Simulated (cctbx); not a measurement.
## Interatomic vectors of SrMgTiAl6Sn

Space group P4mm (no. 99), a = 4.4170 Å, b = 4.4170 Å, c = 10.6960 Å, α = 90.00°, β = 90.00°, γ = 90.00°, content Sn1 Sr1 Ti1 Al6 Mg1.

Simulated single-crystal data (cctbx): Cu Kα, λ = 1.54184 Å, to d = 0.8 Å, 95 % of the full sphere, strongest reflection 5000 counts, noise from counting, a 2 % proportional error and a noise floor of 2 counts (s.d.); no absorption, some extinction.

Patterson synthesis, origin scaled to 1000:

```text
Patterson group P 4/m m m
      u       v       w   height  length (A)
  0.000   0.000   0.000   1000.0     0.00
  0.500   0.500   0.500    486.9     6.19
  0.500   0.500   0.122    476.8     3.38
  0.000   0.000   0.388    300.0     4.15
  0.500   0.500   0.268    184.4     4.24
  0.000   0.500   0.136    177.2     2.64
  0.000   0.500   0.252    168.5     3.48
  0.000   0.500   0.365    164.6     4.48
  0.000   0.000   0.235    119.0     2.51
  0.000   0.000   0.500     78.0     5.35
  0.500   0.500   0.000     75.5     3.12
  0.000   0.269   0.000     16.0     1.19
  0.193   0.193   0.000     13.6     1.21
  0.226   0.500   0.120     12.7     2.74
```

**Question.** Which atom pairs make the peaks, and where is the heaviest atom?

A peak at u stands for all pairs with xi − xj = u, with weight Σ ZiZj against Σ Z² = 5586 at the origin. Peak heights follow these weights only roughly, since form factors, motion and series ripples differ, all vectors within 0.55 Å of a peak are counted as merged into it though the farther ones add only part of their weight, and F(000) is left out, which lowers the whole map:

| u | v | w | shortest length (Å) | height | 1000 ΣZiZj/ΣZ² | pairs in the cell |
| --- | --- | --- | --- | --- | --- | --- |
| 0.500 | 0.500 | 0.500 | 6.19 | 487 | 619 | 2 × Sn–Al, 2 × Sr–Mg, 4 × Al–Al, 2 × Ti–Al |
| 0.500 | 0.500 | 0.122 | 3.38 | 477 | 504 | 1 × Sn–Sr, 1 × Sr–Al, 1 × Ti–Mg, 1 × Al–Mg |
| 0.000 | 0.000 | 0.388 | 4.15 | 300 | 373 | 1 × Sr–Ti, 1 × Sn–Mg, 1 × Sr–Al, 1 × Al–Mg |
| 0.500 | 0.500 | 0.268 | 4.24 | 184 | 227 | 1 × Sn–Ti, 1 × Al–Al |
| 0.000 | 0.500 | 0.136 | 2.64 | 177 | 228 | 1 × Sn–Al, 2 × Al–Al, 1 × Ti–Al |
| 0.000 | 0.500 | 0.252 | 3.48 | 168 | 233 | 2 × Sr–Al, 2 × Al–Mg |
| 0.000 | 0.500 | 0.365 | 4.49 | 165 | 228 | 1 × Sn–Al, 2 × Al–Al, 1 × Ti–Al |
| 0.000 | 0.000 | 0.235 | 2.51 | 119 | 168 | 1 × Sn–Al, 1 × Ti–Al |
| 0.000 | 0.000 | 0.500 | 5.35 | 78 | 121 | 4 × Al–Al |
| 0.500 | 0.500 | 0.000 | 3.12 | 76 | 121 | 4 × Al–Al |

The table stops at ten peaks or at a height of 45, below which ripples compete. In the model behind the data Sn, the heaviest element, has 1 independent site: (1/2, 1/2, 0.1156), up to an allowed shift of origin. No listed peak is a Sn–Sn vector, so the position follows from the cell content and the cross vectors. The whole model:

| atom | mult. | x | y | z | Ueq (Å²) |
| --- | --- | --- | --- | --- | --- |
| Sn1 | 1 | 1/2 | 1/2 | 0.1156 | 0.0095 |
| Sr1 | 1 | 0 | 0 | 0.9922 | 0.0111 |
| Ti1 | 1 | 0 | 0 | 0.3811 | 0.0121 |
| Al1 | 1 | 1/2 | 1/2 | 0.8796 | 0.0148 |
| Al2 | 1 | 0 | 0 | 0.6163 | 0.0165 |
| Al3 | 2 | 0 | 1/2 | 0.7525 | 0.0174 |
| Al4 | 2 | 1/2 | 0 | 0.2524 | 0.0110 |
| Mg1 | 1 | 1/2 | 1/2 | 0.5047 | 0.0172 |

The model was made for the exercise: a known structure type with other elements put in, its volume estimated, not relaxed; displacement parameters are assumed.

[Logs are printed without paths, hosts, clocks, repeated set-up lines and the standing remarks that a program may print on its own settings, such as how far it seeks lower states.]
